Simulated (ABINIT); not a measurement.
# TlGeH3 (Pm-3m): zone-centre phonons, part 3 of 4

Aim: the zone-centre modes of TlGeH3 (Pm-3m).

ABINIT 10.8.3; DFT LDA, scalar-relativistic, plane waves, HGH norm-conserving pseudopotentials.

So far. Step 6 (Ground state): The cell stands at -0.48 GPa: the relaxation ran with a smoothed and higher cutoff, and the difference is a stress of the finite basis. Step 7 (Zone-centre response): The acoustic modes at Γ come out as far as 0.5 cm⁻¹ from zero, where they should vanish, a small numerical error. The lowest optical mode is imaginary, 909i cm⁻¹, an instability at this level and on this k mesh. The relaxed cell has a = 3.849 Å (conventional setting).

The structure was built from a prototype and need not be the compound's stable phase.

**8. Modes with the sum rule**

anaddb reads the merged derivatives and imposes the acoustic sum rule.

anaddb.abi reads:

```
ddb_filepath "gamma_DDB"
output_file "anaddb.abo"
outdata_prefix "anaddb"
asr 1
chneut 1
enunit 2
eivec 1
nph1l 1
qph1l 0.0 0.0 0.0 1.0
```

mrgddb.in reads:

```
gamma_DDB
merged
2
dfpt_gammao_DDB
gso_DDB
```

Launch:

```
$ mrgddb < mrgddb.in > mrgddb.log
$ OMP_NUM_THREADS=1 anaddb anaddb.abi > anaddb.log
```

anaddb.abo, the main output file:

```text
-outvars_anaddb: echo values of input variables ----------------------

 Miscellaneous information :
      enunit         2
       eivec         1
         asr         1
 First list of wavevector (reduced coord.) :
       nph1l         1
       qph1l
                     0.00000000E+00  0.00000000E+00  0.00000000E+00    1.000E+00

================================================================================

 read the DDB information and perform some checks

  ==== Info on the Cryst% object ====
 Real(R)+Recip(G) space primitive vectors, cartesian coordinates (Bohr,Bohr^-1):
 R(1)=  7.2732191  0.0000000  0.0000000  G(1)=  0.1374907  0.0000000  0.0000000
 R(2)=  0.0000000  7.2732191  0.0000000  G(2)=  0.0000000  0.1374907  0.0000000
 R(3)=  0.0000000  0.0000000  7.2732191  G(3)=  0.0000000  0.0000000  0.1374907
 Unit cell volume ucvol=  3.8475122E+02 bohr^3
 Angles (23,13,12)=  9.00000000E+01  9.00000000E+01  9.00000000E+01 degrees
 Time-reversal symmetry is present
 Reduced atomic positions [iatom, xred, symbol]:
    1)    0.0000000  0.0000000  0.0000000  Tl
    2)    0.5000000  0.5000000  0.5000000  Ge
    3)    0.5000000  0.5000000  0.0000000   H
    4)    0.5000000  0.0000000  0.5000000   H
    5)    0.0000000  0.5000000  0.5000000   H

 DDB file with 3 blocks has been read.

================================================================================

 Treat the first list of vectors

  Phonon wavevector (reduced coordinates) :  0.00000  0.00000  0.00000
 Phonon energies in Hartree :
  -4.140362E-03 -4.140362E-03 -4.140362E-03  0.000000E+00  0.000000E+00
   0.000000E+00  3.759654E-04  3.759654E-04  3.759654E-04  2.335408E-03
   2.335408E-03  2.335408E-03  2.528157E-03  2.528157E-03  2.528157E-03
 Phonon energies in meV     :
- -1.126650E+02 -1.126650E+02 -1.126650E+02  0.000000E+00  0.000000E+00
-  0.000000E+00  1.023054E+01  1.023054E+01  1.023054E+01  6.354969E+01
-  6.354969E+01  6.354969E+01  6.879466E+01  6.879466E+01  6.879466E+01
 Phonon frequencies in cm-1    :
- -9.087043E+02 -9.087043E+02 -9.087043E+02  0.000000E+00  0.000000E+00
-  0.000000E+00  8.251486E+01  8.251486E+01  8.251486E+01  5.125628E+02
-  5.125628E+02  5.125628E+02  5.548663E+02  5.548663E+02  5.548663E+02
 Phonon frequencies in Thz     :
- -2.724227E+01 -2.724227E+01 -2.724227E+01  0.000000E+00  0.000000E+00
-  0.000000E+00  2.473733E+00  2.473733E+00  2.473733E+00  1.536625E+01
-  1.536625E+01  1.536625E+01  1.663447E+01  1.663447E+01  1.663447E+01
 Phonon energies in Kelvin  :
- -1.307423E+03 -1.307423E+03 -1.307423E+03  0.000000E+00  0.000000E+00
-  0.000000E+00  1.187205E+02  1.187205E+02  1.187205E+02  7.374635E+02
-  7.374635E+02  7.374635E+02  7.983288E+02  7.983288E+02  7.983288E+02

 Eigendisplacements
 (will be given, for each mode : in cartesian coordinates
   for each atom the real part of the displacement vector,
   then the imaginary part of the displacement vector - absolute values smaller than 1.0d-7 are set to zero)
  Mode number    1   Energy   -4.140362E-03
 Attention : low frequency mode.
   (Could be unstable or acoustic mode)
-  1  6.22439137E-06  0.00000000E+00  0.00000000E+00
-     0.00000000E+00  0.00000000E+00  0.00000000E+00
-  2 -3.55982179E-04  0.00000000E+00  0.00000000E+00
-     0.00000000E+00  0.00000000E+00  0.00000000E+00
-  3  6.33380806E-04  0.00000000E+00 -4.88870827E-06
-     0.00000000E+00  0.00000000E+00  0.00000000E+00
-  4  6.33380806E-04 -1.62780820E-06 -1.33954886E-07
-     0.00000000E+00  0.00000000E+00  0.00000000E+00
-  5  2.31153493E-02  0.00000000E+00 -1.33954886E-07
-     0.00000000E+00  0.00000000E+00  0.00000000E+00
  Mode number    2   Energy   -4.140362E-03
 Attention : low frequency mode.
   (Could be unstable or acoustic mode)
-  1  0.00000000E+00  6.22439151E-06  0.00000000E+00
-     0.00000000E+00  0.00000000E+00  0.00000000E+00
-  2  0.00000000E+00 -3.55982187E-04  0.00000000E+00
-     0.00000000E+00  0.00000000E+00  0.00000000E+00
-  3  0.00000000E+00  6.33380820E-04 -3.07608494E-07
-     0.00000000E+00  0.00000000E+00  0.00000000E+00
-  4  0.00000000E+00  2.31153498E-02  0.00000000E+00
-     0.00000000E+00  0.00000000E+00  0.00000000E+00
-  5  1.62774318E-06  6.33380820E-04  0.00000000E+00
-     0.00000000E+00  0.00000000E+00  0.00000000E+00
  Mode number    3   Energy   -4.140362E-03
 Attention : low frequency mode.
   (Could be unstable or acoustic mode)
-  1  0.00000000E+00  0.00000000E+00  6.22439139E-06
-     0.00000000E+00  0.00000000E+00  0.00000000E+00
-  2  0.00000000E+00  0.00000000E+00 -3.55982180E-04
-     0.00000000E+00  0.00000000E+00  0.00000000E+00
-  3  1.33955479E-07  0.00000000E+00  2.31153494E-02
-     0.00000000E+00  0.00000000E+00  0.00000000E+00
-  4  1.33955479E-07  3.07264232E-07  6.33380807E-04
-     0.00000000E+00  0.00000000E+00  0.00000000E+00
-  5  4.88872992E-06  0.00000000E+00  6.33380807E-04
-     0.00000000E+00  0.00000000E+00  0.00000000E+00
  Mode number    4   Energy    0.000000E+00
 Attention : low frequency mode.
   (Could be unstable or acoustic mode)
-  1  0.00000000E+00  0.00000000E+00  1.39967575E-03
-     0.00000000E+00  0.00000000E+00  0.00000000E+00
-  2  0.00000000E+00  0.00000000E+00  1.39967841E-03
-     0.00000000E+00  0.00000000E+00  0.00000000E+00
-  3  0.00000000E+00  0.00000000E+00  1.39967864E-03
-     0.00000000E+00  0.00000000E+00  0.00000000E+00
-  4  0.00000000E+00  0.00000000E+00  1.39967613E-03
-     0.00000000E+00  0.00000000E+00  0.00000000E+00
-  5  0.00000000E+00  0.00000000E+00  1.39967613E-03
-     0.00000000E+00  0.00000000E+00  0.00000000E+00
  Mode number    5   Energy    0.000000E+00
 Attention : low frequency mode.
   (Could be unstable or acoustic mode)
-  1  0.00000000E+00 -1.39967575E-03  0.00000000E+00
-     0.00000000E+00  0.00000000E+00  0.00000000E+00
-  2  0.00000000E+00 -1.39967840E-03  0.00000000E+00
-     0.00000000E+00  0.00000000E+00  0.00000000E+00
-  3  0.00000000E+00 -1.39967612E-03  0.00000000E+00
-     0.00000000E+00  0.00000000E+00  0.00000000E+00
-  4  0.00000000E+00 -1.39967863E-03  0.00000000E+00
-     0.00000000E+00  0.00000000E+00  0.00000000E+00
-  5  0.00000000E+00 -1.39967612E-03  0.00000000E+00
-     0.00000000E+00  0.00000000E+00  0.00000000E+00
  Mode number    6   Energy    0.000000E+00
 Attention : low frequency mode.
   (Could be unstable or acoustic mode)
-  1  1.39967575E-03  0.00000000E+00  0.00000000E+00
-     0.00000000E+00  0.00000000E+00  0.00000000E+00
-  2  1.39967840E-03  0.00000000E+00  0.00000000E+00
-     0.00000000E+00  0.00000000E+00  0.00000000E+00
-  3  1.39967613E-03  0.00000000E+00  0.00000000E+00
-     0.00000000E+00  0.00000000E+00  0.00000000E+00
-  4  1.39967613E-03  0.00000000E+00  0.00000000E+00
-     0.00000000E+00  0.00000000E+00  0.00000000E+00
-  5  1.39967864E-03  0.00000000E+00  0.00000000E+00
-     0.00000000E+00  0.00000000E+00  0.00000000E+00
  Mode number    7   Energy    3.759654E-04
-  1  0.00000000E+00  0.00000000E+00  8.51349685E-04
-     0.00000000E+00  0.00000000E+00  0.00000000E+00
-  2  0.00000000E+00  0.00000000E+00 -2.30425044E-03
-     0.00000000E+00  0.00000000E+00  0.00000000E+00
-  3  0.00000000E+00  0.00000000E+00 -2.48917448E-03
-     0.00000000E+00  0.00000000E+00  0.00000000E+00
-  4  0.00000000E+00  0.00000000E+00 -2.07391889E-03
-     0.00000000E+00  0.00000000E+00  0.00000000E+00
-  5  0.00000000E+00  0.00000000E+00 -2.07391889E-03
-     0.00000000E+00  0.00000000E+00  0.00000000E+00
  Mode number    8   Energy    3.759654E-04
-  1  0.00000000E+00  8.51349684E-04  0.00000000E+00
-     0.00000000E+00  0.00000000E+00  0.00000000E+00
-  2 -1.43865068E-07 -2.30425044E-03  0.00000000E+00
-     0.00000000E+00  0.00000000E+00  0.00000000E+00
-  3 -1.29484398E-07 -2.07391889E-03  0.00000000E+00
-     0.00000000E+00  0.00000000E+00  0.00000000E+00
-  4 -1.29484398E-07 -2.48917448E-03  0.00000000E+00
-     0.00000000E+00  0.00000000E+00  0.00000000E+00
-  5 -1.55410735E-07 -2.07391889E-03  0.00000000E+00
-     0.00000000E+00  0.00000000E+00  0.00000000E+00
  Mode number    9   Energy    3.759654E-04
-  1  8.51349684E-04  0.00000000E+00  0.00000000E+00
-     0.00000000E+00  0.00000000E+00  0.00000000E+00
-  2 -2.30425044E-03  1.43864546E-07  0.00000000E+00
-     0.00000000E+00  0.00000000E+00  0.00000000E+00
-  3 -2.07391889E-03  1.29483929E-07  0.00000000E+00
-     0.00000000E+00  0.00000000E+00  0.00000000E+00
-  4 -2.07391889E-03  1.55410172E-07  0.00000000E+00
-     0.00000000E+00  0.00000000E+00  0.00000000E+00
-  5 -2.48917448E-03  1.29483929E-07  0.00000000E+00
-     0.00000000E+00  0.00000000E+00  0.00000000E+00
  Mode number   10   Energy    2.335408E-03
-  1  0.00000000E+00  0.00000000E+00 -1.21157998E-05
-     0.00000000E+00  0.00000000E+00  0.00000000E+00
-  2  0.00000000E+00  0.00000000E+00 -3.99704116E-04
-     0.00000000E+00  0.00000000E+00  0.00000000E+00
-  3  0.00000000E+00  2.72948149E-07 -1.33566663E-03
-     0.00000000E+00  0.00000000E+00  0.00000000E+00
-  4  0.00000000E+00  0.00000000E+00  1.62931840E-02
-     0.00000000E+00  0.00000000E+00  0.00000000E+00
-  5  0.00000000E+00  2.72948149E-07  1.62931840E-02
-     0.00000000E+00  0.00000000E+00  0.00000000E+00
  Mode number   11   Energy    2.335408E-03
-  1  0.00000000E+00 -1.21157997E-05  0.00000000E+00
-     0.00000000E+00  0.00000000E+00  0.00000000E+00
-  2  0.00000000E+00 -3.99704115E-04  0.00000000E+00
-     0.00000000E+00  0.00000000E+00  0.00000000E+00
-  3 -7.10357363E-07  1.62931840E-02  0.00000000E+00
-     0.00000000E+00  0.00000000E+00  0.00000000E+00
-  4 -7.10357363E-07 -1.33566663E-03 -2.72949157E-07
-     0.00000000E+00  0.00000000E+00  0.00000000E+00
-  5  0.00000000E+00  1.62931840E-02 -2.72949157E-07
-     0.00000000E+00  0.00000000E+00  0.00000000E+00
  Mode number   12   Energy    2.335408E-03
-  1  1.21157997E-05  0.00000000E+00  0.00000000E+00
-     0.00000000E+00  0.00000000E+00  0.00000000E+00
-  2  3.99704115E-04  0.00000000E+00  0.00000000E+00
-     0.00000000E+00  0.00000000E+00  0.00000000E+00
-  3 -1.62931840E-02 -7.10357750E-07  0.00000000E+00
-     0.00000000E+00  0.00000000E+00  0.00000000E+00
-  4 -1.62931840E-02  0.00000000E+00  0.00000000E+00
-     0.00000000E+00  0.00000000E+00  0.00000000E+00
-  5  1.33566663E-03 -7.10357750E-07  0.00000000E+00
-     0.00000000E+00  0.00000000E+00  0.00000000E+00
  Mode number   13   Energy    2.528157E-03
-  1  0.00000000E+00  0.00000000E+00  0.00000000E+00
-     0.00000000E+00  0.00000000E+00  0.00000000E+00
-  2  0.00000000E+00  0.00000000E+00  0.00000000E+00
-     0.00000000E+00  0.00000000E+00  0.00000000E+00
-  3  0.00000000E+00  0.00000000E+00  0.00000000E+00
-     0.00000000E+00  0.00000000E+00  0.00000000E+00
-  4  0.00000000E+00  0.00000000E+00 -1.64963405E-02
-     0.00000000E+00  0.00000000E+00  0.00000000E+00
-  5  0.00000000E+00  0.00000000E+00  1.64963405E-02
-     0.00000000E+00  0.00000000E+00  0.00000000E+00
  Mode number   14   Energy    2.528157E-03
-  1  0.00000000E+00  0.00000000E+00  0.00000000E+00
-     0.00000000E+00  0.00000000E+00  0.00000000E+00
-  2  0.00000000E+00  0.00000000E+00  0.00000000E+00
-     0.00000000E+00  0.00000000E+00  0.00000000E+00
-  3  3.39073138E-07 -1.64963404E-02  0.00000000E+00
-     0.00000000E+00  0.00000000E+00  0.00000000E+00
-  4 -3.39073138E-07  0.00000000E+00  0.00000000E+00
-     0.00000000E+00  0.00000000E+00  0.00000000E+00
-  5  0.00000000E+00  1.64963404E-02  0.00000000E+00
-     0.00000000E+00  0.00000000E+00  0.00000000E+00
  Mode number   15   Energy    2.528157E-03
-  1  0.00000000E+00  0.00000000E+00  0.00000000E+00
-     0.00000000E+00  0.00000000E+00  0.00000000E+00
-  2  0.00000000E+00  0.00000000E+00  0.00000000E+00
-     0.00000000E+00  0.00000000E+00  0.00000000E+00
-  3  1.64963404E-02  3.39073093E-07  0.00000000E+00
-     0.00000000E+00  0.00000000E+00  0.00000000E+00
-  4 -1.64963404E-02  0.00000000E+00  0.00000000E+00
-     0.00000000E+00  0.00000000E+00  0.00000000E+00
-  5  0.00000000E+00 -3.39073093E-07  0.00000000E+00
-     0.00000000E+00  0.00000000E+00  0.00000000E+00

 Analysis of degeneracies and characters (maximum tolerance=1.00E-06 a.u.)
 For each vibration mode, or group of modes if degenerate,
 the characters are given for each symmetry operation (see the list in the log file).
 Symmetry characters of vibration mode #   1
       degenerate with vibration modes #   2 to    3
  3.0 -3.0 -1.0  1.0 -1.0  1.0 -1.0  1.0  1.0 -1.0 -1.0  1.0  1.0 -1.0 -1.0  1.0
 -0.0  0.0  0.0 -0.0  0.0 -0.0 -0.0  0.0  1.0 -1.0 -1.0  1.0 -1.0  1.0  1.0 -1.0
 -0.0  0.0  0.0 -0.0 -0.0  0.0  0.0 -0.0  1.0 -1.0  1.0 -1.0 -1.0  1.0 -1.0  1.0
 Symmetry characters of vibration mode #   4
       degenerate with vibration modes #   5 to    6
  3.0 -3.0 -1.0  1.0 -1.0  1.0 -1.0  1.0  1.0 -1.0 -1.0  1.0  1.0 -1.0 -1.0  1.0
  0.0 -0.0  0.0 -0.0 -0.0  0.0 -0.0  0.0  1.0 -1.0 -1.0  1.0 -1.0  1.0  1.0 -1.0
  0.0 -0.0 -0.0  0.0 -0.0  0.0  0.0 -0.0  1.0 -1.0  1.0 -1.0 -1.0  1.0 -1.0  1.0
 Symmetry characters of vibration mode #   7
       degenerate with vibration modes #   8 to    9
  3.0 -3.0 -1.0  1.0 -1.0  1.0 -1.0  1.0  1.0 -1.0 -1.0  1.0  1.0 -1.0 -1.0  1.0
 -0.0  0.0 -0.0  0.0  0.0 -0.0  0.0 -0.0  1.0 -1.0 -1.0  1.0 -1.0  1.0  1.0 -1.0
 -0.0  0.0  0.0 -0.0  0.0 -0.0 -0.0  0.0  1.0 -1.0  1.0 -1.0 -1.0  1.0 -1.0  1.0
 Symmetry characters of vibration mode #  10
       degenerate with vibration modes #  11 to   12
  3.0 -3.0 -1.0  1.0 -1.0  1.0 -1.0  1.0  1.0 -1.0 -1.0  1.0  1.0 -1.0 -1.0  1.0
 -0.0  0.0  0.0 -0.0 -0.0  0.0  0.0 -0.0  1.0 -1.0 -1.0  1.0 -1.0  1.0  1.0 -1.0
 -0.0  0.0 -0.0  0.0  0.0 -0.0  0.0 -0.0  1.0 -1.0  1.0 -1.0 -1.0  1.0 -1.0  1.0
 Symmetry characters of vibration mode #  13
       degenerate with vibration modes #  14 to   15
  3.0 -3.0 -1.0  1.0 -1.0  1.0 -1.0  1.0 -1.0  1.0  1.0 -1.0 -1.0  1.0  1.0 -1.0
 -0.0  0.0  0.0 -0.0 -0.0  0.0  0.0 -0.0 -1.0  1.0  1.0 -1.0  1.0 -1.0 -1.0  1.0
 -0.0  0.0 -0.0  0.0  0.0 -0.0  0.0 -0.0 -1.0  1.0 -1.0  1.0  1.0 -1.0  1.0 -1.0
-
```

The job ended after 0.53 s (1 thread of Arm Neoverse V1, shared host).

No LO-TO term; unit eigenvectors of the mass-weighted matrix, from anaddb's displacements. The modes at Γ (shares of kinetic energy by element, %) (negative means imaginary):

| mode | frequency (cm⁻¹) | symmetry | Tl % | Ge % | H % |
| --- | --- | --- | --- | --- | --- |
| 1 | -908.7 | T1u | 0 | 2 | 98 |
| 2 | -908.7 | T1u | 0 | 2 | 98 |
| 3 | -908.7 | T1u | 0 | 2 | 98 |
| 4 | 0.0 | acoustic | 73 | 26 | 1 |
| 5 | 0.0 | acoustic | 73 | 26 | 1 |
| 6 | 0.0 | acoustic | 73 | 26 | 1 |
| 7 | 82.5 | T1u | 27 | 70 | 3 |
| 8 | 82.5 | T1u | 27 | 70 | 3 |
| 9 | 82.5 | T1u | 27 | 70 | 3 |
| 10 | 512.6 | T1u | 0 | 2 | 98 |
| 11 | 512.6 | T1u | 0 | 2 | 98 |
| 12 | 512.6 | T1u | 0 | 2 | 98 |
| 13 | 554.9 | T2u | 0 | 0 | 100 |
| 14 | 554.9 | T2u | 0 | 0 | 100 |
| 15 | 554.9 | T2u | 0 | 0 | 100 |

Displacements in mode 3 (-908.7 cm⁻¹), the largest set to 1:
```
Tl1  0.00  0.00  0.00
Ge2  0.00  0.00 -0.02
H3   0.00  0.00  1.00
H4   0.00  0.00  0.03
H5   0.00  0.00  0.03
```

Displacements in mode 10 (512.6 cm⁻¹), the largest set to 1:
```
Tl1  0.00  0.00  0.00
Ge2  0.00  0.00 -0.02
H3   0.00  0.00 -0.08
H4   0.00  0.00  1.00
H5   0.00  0.00  1.00
```

The rule moves no optical mode by more than 0.1 cm⁻¹.

(Continued in part 4 of 4.)

[Host names and launcher messages were left out of these logs when they were recorded.]

[Logs are printed without paths, hosts, clocks, repeated set-up lines and the standing remarks that a program may print on its own settings, such as how far it seeks lower states.]

[Hosts, paths, dates, database ids (printed as entryN), source tags and the programs' standing remarks are cut or masked in the printed files.]
